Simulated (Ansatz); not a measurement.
# GaCuSe2 (I-42d): spin-orbit coupling beyond the local functionals

Aim: the spin-orbit change of the gap of GaCuSe2 (I-42d).

Method: density functionals with and without spin-orbit coupling, plane waves, PAW, in Ansatz 0.2.0.

**The experiments to reproduce.**

- Gap 1.72 eV: thermal gap from intrinsic conductivity perpendicular to c, 380-530 K; temperature-dependent electrical conductivity; bulk crystal (n-type Bridgman-grown single crystal) (“Growth and anisotropy of transport properties of CuGaSe2 single crystals”, 2018, pmc:6251020).

- Gap 1.7 eV: thermal gap from Hall coefficient in intrinsic region, perpendicular to c; temperature-dependent Hall effect; bulk crystal (n-type Bridgman-grown single crystal) (“Growth and anisotropy of transport properties of CuGaSe2 single crystals”, 2018, pmc:6251020).

This is a report of a sequence of runs, with most program output left out.

## (1) Set-up

It takes space group I-42d (No. 122, tetragonal). Conventional cell: a = 5.619 Å, b = 5.619 Å, c = 11.026 Å, α = 90.00°, β = 90.00°, γ = 90.00°. Nearest to Ga lie 4 Se at 2.42 Å. Cu has 4 Se at 2.42 Å nearest. Nearest to Se lie 2 Ga at 2.42 Å and 2 Cu at 2.42 Å. Farther neighbours and most contacts between anions are not listed.

The cell and positions come from the Crystallography Open Database and are kept as given unless a step says otherwise.

## (2) HSE06, 4×4×4 mesh

This step: DFT, HSE06, plane waves, PAW; PAW set soft_1.

File input.yaml:

```yaml
crystal:
  lattice:
    - [-2.80955, 2.80955, 5.513]
    - [2.80955, -2.80955, 5.513]
    - [2.80955, 2.80955, -5.513]
  atoms:
    - { symbol: Ga, position: [0.5, 0.5, 0.0] }
    - { symbol: Ga, position: [0.25, 0.75, 0.5] }
    - { symbol: Cu, position: [0.0, 0.0, 0.0] }
    - { symbol: Cu, position: [0.75, 0.25, 0.5] }
    - { symbol: Se, position: [0.375, 0.37562, 0.50062] }
    - { symbol: Se, position: [0.62438, 0.125, 0.99938] }
    - { symbol: Se, position: [0.875, 0.87438, 0.49938] }
    - { symbol: Se, position: [0.12562, 0.625, 0.00062] }
kpoints:
  mp_grid: { grid: [4, 4, 4] }
  band_path:
    path:
      - [0.0, 0.0, 0.0]
      - [0.0, 0.0, 0.5]
      - [0.25, 0.25, 0.25]
      - [0.0, 0.5, 0.0]
      - [0.5, 0.5, -0.5]
      - [0.31492883, 0.68507117, -0.31492883]
      - [-0.31492883, 0.31492883, 0.31492883]
      - [-0.12985765, 0.12985765, 0.5]
    npoints: 1
hamiltonian:
  xc: hse06
  pseudopotentials: { kind: paw, azcp: { folder: soft_1 } }
scf:
  occupations: { method: fixed }
  n_extra_bands: 6
output:
  eigenvalues: true
```

Started as:

```bash
$ ansatz run input.yaml --threads 3 --pin off --max-ram 92160MiB --backend cuda --events-out ev --progress --plain --runs-dir out --devices 1 --max-vram 13GiB
```

The job ended after 60 s (1 × NVIDIA H100 80GB HBM3 (shared by 6 runs) with 3 threads of AMD EPYC 7R13 (Zen 3), shared host; peak memory 1.8 GiB; 2.1 min of CPU time).

Numbers from this step:

```yaml
gap: 1.430 eV
valence_top_at: Γ
conduction_bottom_at: Γ
least_direct_gap: 1.430 eV
exact_exchange_fraction: 0.25
```

The gap is direct, at Γ.

## (3) HSE06+SOC, 4×4×4 mesh

Spin-orbit coupling can split or shift the edges; a non-collinear run measures by how much.

This step: DFT, HSE06 with spin-orbit coupling, plane waves, PAW; PAW set soft_1.

input.yaml: that of step 2 with these lines changed.

```diff
@@ -29,6 +29,9 @@
   xc: hse06
-  pseudopotentials: { kind: paw, azcp: { folder: soft_1 } }
+  pseudopotentials: { kind: paw_fr, azcp: { folder: soft_1 } }
 scf:
-  occupations: { method: fixed }
-  n_extra_bands: 6
+  occupations: { method: fermi_dirac, width: 0.02 }
+  n_extra_bands: 12
+magnetization:
+  noncollinear: true
+  spin_orbit: true
 output:
```

Elapsed: 5.6 min, on 1 × NVIDIA H100 80GB HBM3 (shared by 6 runs) with 3 threads; peak memory 4.6 GiB; 14 min of CPU time.

This step gave:

* gap: 1.371 eV
* valence top at: Γ
* conduction bottom at: Γ
* least direct gap: 1.371 eV
* exact-exchange fraction: 0.25

The gap stands −0.06 eV against HSE06.

## (4) Together

Times are wall times on 1 × NVIDIA H100 80GB HBM3 (shared by 6 runs) with 3 threads of AMD EPYC 7R13 (Zen 3), shared host, good to a factor of about two.

| level | gap (eV) | with coupling (eV) | change (eV) | time | with coupling |
| --- | --- | --- | --- | --- | --- |
| HSE06 | 1.43 | 1.37 | −0.06 | 60 s | 5.6 min |

## (5) Outcome

* HSE06: 1.43 eV
* HSE06+SOC: 1.37 eV

**Reading.** Spin-orbit coupling changes the gap by −0.06 eV and the least direct gap by −0.06 eV. Against experiment, by HSE06+SOC: the gap of 1.37 eV lies −0.35 eV from the measured 1.72 eV (transport, 2018); the gap of 1.37 eV lies −0.33 eV from the measured 1.7 eV (transport, 2018). The lattice is static and excitons are left out. The runs have no spin polarisation. For a closed low-spin shell that is the natural state; where a d or f shell is open it is a constraint, and the gap is then not the crystal's own.

[Paths, hosts, dates, memory and timing lines, banners, echoed tables and standing remarks are left out of the program output.]

[Logs are printed without paths, hosts, clocks, repeated set-up lines and the standing remarks that a program may print on its own settings, such as how far it seeks lower states.]

[Runs of the session that timed out or met a known fault of the program may be left out.]

[Cells called generated may have been cut or substituted from an entry of the Crystallography Open Database or the Materials Project.]

[Hosts, paths, dates, database ids (printed as entryN), source tags and the programs' standing remarks are cut or masked in the printed files.]
